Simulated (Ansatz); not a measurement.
**Ti (Im-3m, 1 atom in the cell): phonons and vibrational spectra**

Aim: the phonons of Ti (Im-3m, 1 atom in the cell) at a cell relaxed beforehand at this level.

Main program and level: Ansatz 0.2.0; DFT PBEsol, scalar-relativistic, plane waves, PAW.

This is not the structure that Ti takes at ambient pressure and room temperature (hexagonal, No. 194); it is a model or a phase of other conditions.

## Step 1: The starting structure

Symmetry: Im-3m, No. 229, cubic system. Conventional cell: a = 3.209 Å, b = 3.209 Å, c = 3.209 Å, α = 90.00°, β = 90.00°, γ = 90.00°. Nearest to Ti lie 8 Ti at 2.78 Å.

As a file:

```cif
data_structure
_symmetry_space_group_name_H-M 'P 1'
_symmetry_Int_Tables_number 1
_cell_length_a 2.7790
_cell_length_b 2.7790
_cell_length_c 2.7790
_cell_angle_alpha 109.471
_cell_angle_beta 109.471
_cell_angle_gamma 109.471
_cell_volume 16.52
loop_
_atom_site_label
_atom_site_type_symbol
_atom_site_fract_x
_atom_site_fract_y
_atom_site_fract_z
_atom_site_occupancy
Ti1 Ti 0.00000 0.00000 0.00000 1
```

## Step 2: Phonons on a q mesh

The cell comes from relaxations at this level that are not shown. Stability and thermal properties need the whole zone. Linear response on a 4×4×4 q mesh gives force constants as far as a supercell of that size would.

input.yaml

```yaml
crystal:
  lattice:
    - [-1.6044454031, 1.6044454031, 1.6044454031]
    - [1.6044454031, -1.6044454031, 1.6044454031]
    - [1.6044454031, 1.6044454031, -1.6044454031]
  atoms:
    - { symbol: Ti, position: [0.0, 0.0, 0.0] }
kpoints:
  mp_grid: { grid: [20, 20, 20] }
hamiltonian:
  xc: pbesol
scf:
  occupations: { method: methfessel_paxton, width: 0.2 }
output:
  eigenvalues: true
phonons:
  method: dfpt
  qmesh: [4, 4, 4]
  temperatures: { t_max: 1000, t_step: 50 }
  qpath:
    path:
      - [[0.0, 0.0, 0.0], [0.5, -0.5, 0.5], [0.0, 0.0, 0.5], [0.0, 0.0, 0.0], [0.25, 0.25, 0.25], [0.5, -0.5, 0.5]]
      - [[0.25, 0.25, 0.25], [0.0, 0.0, 0.5]]
    npoints: 10
```

Command:

```
> ansatz run input.yaml --threads 4 --pin off --max-ram 7168MiB --backend cpu --events-out ev --progress --plain --runs-dir out
```

Numbers of over 12 decimals in the logs are rounded to 6 here.

What it wrote:

```text
Engine: ansatz 0.2.0, aarch64-unknown-linux-gnu
Pseudopotentials: kind: paw
Pseudopotential: Ti, paw, valence charge 12, recommended cutoff 420 eV (normal), Ti.paw.azcp
Functional definition: PBEsol
  exchange = pbesol_x
  correlation = pbesol_c
Crystal: 1 atoms, lattice volume = 16.521 Å³
Basis set: ecut = 420 eV, 321 PW (Γ), exchange–correlation on 40×40×40 points (8 copies of the dense FFT grid, shifted against one another)
Bands: 10, of which v1, the nominal top of the filled ones, is band 6 counted from 1 (5 counted from 0)
Symmetry: 48 space group operations
k-points: 256 of 8000
Non-local potential: Ti, projectors of the file, l = 0: 3, l = 1: 2, l = 2: 3, l = 3: 1
PAW form: soft (Blöchl's): semilocal exchange-correlation on the pseudo side does not see the compensation charge
PAW frozen core: Ti, regenerated for the run's functional, and the local potential with it (the file was generated under x = pbe(κ = 0.804, μ = 0.219515), c = pbe(β = 0.066725))
PAW one-centre angular grid: Ti, 590 points (default); XC on 64 Gauss nodes
Initial density: superposition of atomic densities (neutral atoms: chi_scale 0, normalization atom), corrected by the library's trained network
Initial wavefunctions: pseudopotential atomic-orbital guess
Functional: x = pbesol(κ = 0.804, μ = 0.123457), c = pbesol(β = 0.046)
SCF iter   1: F=—  HF=-2473.793314 eV  |F-HF|=—  |Δ(HF+E_count)|=         —  Δρ=5.31e-3  dr2=2.72e-3  ethr=1.77e-3  ⟨swp⟩=4.4  Hψ=12710  notcnv=0
preconditioner: auto → none  [metal: Δε(μ)=0.005 eV  Ē_g=4.377 eV  σ=0.200 eV  W_gap=0.02  n_scr=0 (ndim 8)  ℏωp=18.3 eV  f_vac=0.000  D(μ)=2.14/eV (n_scr^D=42)]
SCF iter   2: F=—  HF=-2473.792275 eV  |F-HF|=—  |Δ(HF+E_count)|=   1.04e-3  S|Δr|=    0.00e0  Δρ=1.48e-3  dr2=3.09e-4  ethr=2.27e-5  ⟨swp⟩=2.3  Hψ=6182  notcnv=0
SCF iter   3: F=—  HF=-2473.792222 eV  |F-HF|=—  |Δ(HF+E_count)|=   5.27e-5  S|Δr|=    0.00e0  Δρ=8.08e-4  dr2=4.46e-5  ethr=2.58e-6  ⟨swp⟩=2.2  Hψ=3375  notcnv=0
SCF iter   4: F=—  HF=-2473.792223 eV  |F-HF|=—  |Δ(HF+E_count)|=   1.19e-6  S|Δr|=    0.00e0  Δρ=1.38e-4  dr2=1.34e-6  ethr=3.72e-7  ⟨swp⟩=1.0  Hψ=2560  notcnv=0
SCF iter   5: F=—  HF=-2473.792225 eV  |F-HF|=—  |Δ(HF+E_count)|=   2.06e-6  S|Δr|=    0.00e0  Δρ=9.79e-6  dr2=6.15e-9  ethr=1.12e-8  ⟨swp⟩=1.0  Hψ=2560  notcnv=0
SCF iter   6: F=—  HF=-2473.792225 eV  |F-HF|=—  |Δ(HF+E_count)|=  8.23e-10  S|Δr|=    0.00e0  Δρ=5.84e-7  dr2=2.01e-11  ethr=5.12e-11  ⟨swp⟩=1.8  Hψ=3739  notcnv=0
SCF iter   7: F=-2473.792225 eV  HF=-2473.792225 eV  |F-HF|=9.09e-13  |Δ(HF+E_count)|=  3.18e-12  S|Δr|=    0.00e0  Δρ=6.59e-8  dr2=6.17e-13  ethr=1.00e-12  ⟨swp⟩=4.5  Hψ=8674  notcnv=0
SCF 1 converged in 7 iterations: F = -2473.792225 eV  dr2 = 6.17e-13
  greatest PAW one-centre occupation: 0.999 electrons in one spin orbital (limit 2), on the Ti atom at site 0 (counted from 0), in its partial waves of l = 0
NSCF: frozen V_eff on 256 k-points
NSCF: frozen V_eff on 641 k-points
DFPT response loops at q = (0, 0, 0) (fractional): preconditioner auto → Kerker (q_TF=auto, 2.587 Å⁻¹) (partly filled bands, converged f_vac=0.000); β = 1.00, the filter's whole step (`scf.mixing.beta` (0.50) is not read by the response loops under this deck's `scf.mixing.preconditioner`; to damp them name `kerker` or `kerker_dos`, under which they read `scf.mixing.beta`, and type it under 1.00, their step now; both keys bind the ground state too); Broyden in place of MSR1
NSCF: frozen V_eff on 8400 k-points
DFPT response loops at q = (0, 0, 0.25) (fractional): mixed as the last ones told, above
NSCF: frozen V_eff on 4224 k-points
DFPT response loops at q = (0, 0, -0.5) (fractional): mixed as the last ones told, above
NSCF: frozen V_eff on 16000 k-points
DFPT response loops at q = (0, 0.25, 0.25) (fractional): mixed as the last ones told, above
NSCF: frozen V_eff on 2232 k-points
DFPT response loops at q = (0.25, 0.25, 0.25) (fractional): mixed as the last ones told, above
NSCF: frozen V_eff on 4420 k-points
DFPT response loops at q = (0.25, 0.25, -0.25) (fractional): mixed as the last ones told, above
NSCF: frozen V_eff on 8400 k-points
DFPT response loops at q = (0.25, -0.5, -0.5) (fractional): mixed as the last ones told, above
NSCF: frozen V_eff on 1282 k-points
DFPT response loops at q = (-0.5, -0.5, -0.5) (fractional): mixed as the last ones told, above
SCF converged after 7 iterations
Stability not checked: this state was not tested for a lower state beside it, because cold or Methfessel-Paxton smearing, or corrected tetrahedra, fill the levels in a way that the test cannot read (fill_not_monotonic; see scf.lower_state_search)
Free energy (F): -2473.792225 eV
Harris-Foulkes:  -2473.792225 eV  (|F-HF|=9.09e-13)
Internal energy: -2473.792982 eV  (E = F + TS)
E sigma→0 (E₀):  -2473.792414 eV
Entropy (-TS):   0.000756 eV (0.756 meV/atom)
Fermi energy:    13.787649 eV
--- Per-component energies (eV) ---
  E_band       = -146.735747
  E_kinetic    = 273.689018
  E_local      = -786.319213  (includes V_loc(G=0)·N_el)
  E_nonlocal   = 9.812614
  E_hartree    = 324.535664
  E_xc         = -96.992825
  E_vxc        = -121.899796  (∫ρ·V_xc dr)
  E_paw        = -1022.841993  (= ΣΔE_a)
  E_vpaw       = -171.089845  (= ΣTr[D̂ρ^β])
  E_aug_tail   = 0.000119  (compensation charges beyond the density's cutoff)
  E_ewald      = -1175.815749
  E_core_change = 0.139384  (= ΣΔE_core)
  E_smearing   = 0.000756  (= −TS)
  E_closure    = -0.000000  (closes the sum)
  Σ components = -2473.792225   (vs F -2473.792225, Δ=0.00e0)
--- Band table (eV; the first three rows and the last of 256) ---
  k-point 0: bands = ["-42.3649", "-18.2683", "-18.2683", "-18.2683", "7.7599", "14.8229", "14.8229", "14.8229", "16.7139", "16.7139"]
  k-point 1: bands = ["-42.3609", "-18.2890", "-18.2746", "-18.2684", "7.8499", "14.7800", "14.8118", "14.8901", "16.6619", "16.7163"]
  k-point 2: bands = ["-42.3492", "-18.3488", "-18.2927", "-18.2689", "8.1145", "14.6580", "14.7657", "15.0888", "16.5365", "16.7249"]
  k-point 255: bands = ["-42.0849", "-18.8172", "-18.8172", "-18.8172", "11.5067", "11.5067", "17.9962", "17.9962", "17.9962", "22.5424"]
--- Phonons (Γ-DFPT): 1 representative perturbation + reference (Σ response iterations 3) ---
  ASR residual: 2.659e-5 → 0.000e0 eV/Å²; symmetrization residual: 1.704e-12 eV/Å²
  ASR residual per site (eV/Å²): 2.66e-5
  Γ frequencies (cm⁻¹): 0.00 0.00 0.00
--- Phonons (arbitrary-q DFPT): 8 irreducible q on the 4×4×4 mesh ---
  q = [0.0000, 0.0000, 0.0000] (star 1, of the zone-centre solve; hermiticity 1.46e-8, symmetrization 5.68e-8): -0.00 -0.00 0.00
  q = [0.0000, 0.0000, 0.2500] (star 12, 2 solved perturbations in 6410 linear systems a pass and spin channel, the states on 4200 of 8000 k-point pairs; hermiticity 1.54e-13, symmetrization 4.82e-13): -80.72 91.85 164.29
  q = [0.0000, 0.0000, -0.5000] (star 6, 2 solved perturbations in 3278 linear systems a pass and spin channel, the states on 2112 of 8000 k-point pairs; hermiticity 4.91e-7, symmetrization 2.61e-7): -163.71 153.28 158.25
  q = [0.0000, 0.2500, 0.2500] (star 24, 2 solved perturbations in 12200 linear systems a pass and spin channel, the states on 8000 of 8000 k-point pairs; hermiticity 9.32e-7, symmetrization 2.51e-13): -103.48 75.99 189.46
  q = [0.2500, 0.2500, 0.2500] (star 2, 1 solved perturbation on 1116 of 8000 k-point pairs; hermiticity 5.14e-13, symmetrization 1.25e-12): -109.05 -109.05 -109.05
  q = [0.2500, 0.2500, -0.2500] (star 6, 2 solved perturbations in 3420 linear systems a pass and spin channel, the states on 2210 of 8000 k-point pairs; hermiticity 7.49e-14, symmetrization 9.75e-14): 127.12 152.43 152.43
  q = [0.2500, -0.5000, -0.5000] (star 12, 2 solved perturbations in 6410 linear systems a pass and spin channel, the states on 4200 of 8000 k-point pairs; hermiticity 6.87e-8, symmetrization 3.28e-8): 168.39 201.24 201.27
  q = [-0.5000, -0.5000, -0.5000] (star 1, 1 solved perturbation on 641 of 8000 k-point pairs; hermiticity 2.39e-8, symmetrization 1.19e-8): 224.20 224.20 224.20
  sum rule: each row above includes the acoustic sum rule's correction from the zone centre's row sums; it moved no ω² by more than (0.39 cm⁻¹)²
  mesh force constants: q→R imaginary residual 0.00e0; ASR residual 2.659e-5 → 0.000e0 eV/Å²; symmetrization residual 2.220e-15 eV/Å²
  interpolated dispersion: 62 rows × 3 modes
  density of states and harmonic sums: on the 28×28×28 q-mesh, interpolated from the force constants of a 4×4×4 supercell (no non-analytic term)
  largest difference from the sums on the solved wave vectors: F 2.09e-2 eV, S 2.66e-5 and C_V 5.70e-6 eV/K
  zero-point energy: 0.020796 eV/cell   skipped modes (ω ≤ 0): 452, of them read as no rigid motion or as one in doubt: 449 (7.316e-1 modes/cell left out, lowest -167.19 cm⁻¹)   left out of the sums: 2.44e-1 of the cell's modes: C_V's classical limit lies that fraction below 3 k_B per atom; for a crystal, a wire or a layer, F and S can be off by more, and a phonons.interpolated_qmesh denser along its periods is the remedy for the sampling
```

Elapsed: 1.9 min, on 4 threads of Arm Neoverse V2, shared host; peak memory 3.5 GiB.

This step gave:

- volume per atom: 16.52 Å³
- gap on the k-mesh: 0 eV
- sum-rule residual before enforcement: 2.66e-5 eV/Å²
- lowest frequency on the path: -167.1 cm⁻¹
- highest frequency on the path or at a solved wavevector: 224.2 cm⁻¹
- lowest mode on the q mesh (acoustic modes at Γ apart): -163.7 cm⁻¹

Frequencies (cm⁻¹) solved at each irreducible wavevector; negative means imaginary. Frequencies by wavevector, by row:

```
q in reciprocal lattice units  star  mode 1  mode 2  mode 3
                        0 0 0     1       0       0       0
                     0 0 0.25    12   -80.7    91.8   164.3
                     0 0 -0.5     6  -163.7   153.3   158.2
                  0 0.25 0.25    24  -103.5      76   189.5
               0.25 0.25 0.25     2    -109    -109    -109
              0.25 0.25 -0.25     6   127.1   152.4   152.4
               0.25 -0.5 -0.5    12   168.4   201.2   201.3
               -0.5 -0.5 -0.5     1   224.2   224.2   224.2
```

Interpolated from a 4×4×4 q mesh. The phonon branches at the labelled points (cm⁻¹):

```
    point  branch 1  branch 2  branch 3
        Γ         0         0         0
  halfway       127       152       152
        H       224       224       224
  halfway       168       201       201
        N      -164       153       158
  halfway       -81        92       164
        Γ         0         0         0
  halfway       -87       -87       207
        P      -109      -109      -109
  halfway       144       181       181
        H       224       224       224
jump to P      -109      -109      -109
  halfway      -167        97       134
        N      -164       153       158
```

The phonon branches as a text plot (rows in cm⁻¹):

```
    216 |         *******                              ****
    200 |        *      **                 **         **
    183 |       **        *               *  *       **
    167 |                * ** ****
    151 |     ***           ***   *      *    *     **        ***
    135 |     **               **
    118 |   **            *        *               *         **
    102 |  *                            *
     86 |   *                    *  *                       *
     69 |                         *               * *
     53 | **                       *   *       *             *
     37 |                           **
     20 | *                          *
      4 |*                            ***
    -12 |                           **
    -29 |                          *     *
    -45 |                                                   *
    -61 |                         *       *      *
    -77 |                        *                         *
    -94 |                                  *       *
   -110 |                  *                *   *          *
   -126 |                       *            ***           *
   -143 |                      *                 **
   -159 |                   ***                             *****
         Γ           H       N        Γ         P        H|P    N
```

Tetrahedra on a 28×28×28 mesh, mean over bins of 5 cm-1. Interpolated from a 4×4×4 q mesh. Phonon density of states against wavenumber; read off at these points:

wavenumber (cm⁻¹), phonon density of states (1/cm⁻¹/cell) and a bar:
```
     -168     0.0004 
     -158     0.0055 ######
     -148     0.0082 #########
     -138     0.0064 #######
     -128     0.0055 ######
     -112     0.0053 ######
     -102     0.0053 ######
      -92     0.0051 #####
      -82     0.0048 #####
      -72     0.0044 #####
      -62     0.0040 ####
      -52     0.0034 ###
      -42     0.0029 ###
      -32     0.0025 ##
      -18     0.0022 ##
       -8     0.0022 ##
        2     0.0023 ##
       12     0.0023 ##
       22     0.0027 ###
       32     0.0031 ###
       42     0.0036 ####
       52     0.0043 ####
       62     0.0050 #####
       72     0.0058 ######
       88     0.0068 #######
       98     0.0074 ########
      108     0.0082 #########
      118     0.0091 ##########
      128     0.0100 ###########
      138     0.0113 ############
      148     0.0132 ###############
      158     0.0153 #################
      168     0.0207 #######################
      182     0.0260 #############################
      188     0.0267 ##############################
      192     0.0247 ############################
      202     0.0150 #################
      212     0.0094 ##########
      222     0.0049 #####
```

Second derivatives of the energy by pair, one row for each kind of neighbour of each atom listed. Each entry sums the pair over the periodic images of the supercell that the q mesh stands for, and in a polar crystal it holds the long-range dipole part too. Force constants by pair, by row:

```
atom  neighbour  distance (Å)  third of the trace (eV/Å²)  along the pair's line (eV/Å²)
 Ti1     itself             0                       2.739                              –
 Ti1         Ti         2.779                     -0.5808                         -1.797
 Ti1         Ti         3.209                      0.5586                         0.9485
 Ti1         Ti         4.538                     -0.0819                        -0.4267
 Ti1         Ti         5.321                      0.0093                        -0.0011
 Ti1         Ti         5.558                     -0.0213                         0.0718
 Ti1         Ti         6.418                     -0.1973                        -0.3905
 Ti1         Ti         7.175                     -0.0014                        -0.0157
```

Symmetry leaves 8 wavevectors to solve. The lowest mode among them, the acoustic zeros apart, lies at q = (0, 0, -0.5) and is imaginary, 163.7i cm⁻¹, so the energy falls along it. Between them the interpolated path dips to 167i cm⁻¹.

## Step 3: Another isotope

An isotope changes the mass and not the force constants, so no new electronic calculation is needed; the shifts show which modes move this element.

The same force constants with the mass of Ti changed from 47.867 to 49.945 u (phonopy, no LO-TO term). Both lists are sorted by frequency. Modes under 3 cm⁻¹ are left out. Isotope shifts, by row:

```
          q  rank  natural mass (cm⁻¹)  changed mass (cm⁻¹)
   0 0 0.25     1               -80.72               -79.02
   0 0 0.25     2                91.85                89.92
   0 0 0.25     3                164.3                160.8
   0 0 -0.5     1               -163.7               -160.3
   0 0 -0.5     2                153.3                150.1
   0 0 -0.5     3                158.2                154.9
0 0.25 0.25     1               -103.5               -101.3
0 0.25 0.25     2                75.99                74.39
0 0.25 0.25     3                189.5                185.5
```

With one element every mode shifts by -2.10 %.

## Step 4: Outcome

| Quantity | Value |
| --- | --- |
| space group (within 0.01 Å) | Im-3m |
| volume per atom | 16.5 Å³ |
| electronic character | no gap on this mesh |
| lowest mode on the q mesh (acoustic modes at Γ apart) | -164 cm⁻¹ |
| highest frequency on the path or at a solved wavevector | 224 cm⁻¹ |
| imaginary modes on the 4×4×4 q mesh | yes |

In words: Modes are clearly imaginary (beyond 10i cm⁻¹) at 4 of the 8 irreducible wavevectors, most at q = (0, 0, -0.5) (163.7i cm⁻¹), so this structure is not a minimum of the energy. With no gap, or one that is small against the smearing, the frequencies hang on the k mesh and the smearing, most of all near Kohn anomalies. These are harmonic frequencies at zero temperature: anharmonic shifts, linewidths and thermal expansion are left out.

[Logs are printed without paths, hosts, clocks, repeated set-up lines and the standing remarks that a program may print on its own settings, such as how far it seeks lower states.]

[Hosts, paths, dates, database ids (printed as entryN), source tags and the programs' standing remarks are cut or masked in the printed files.]
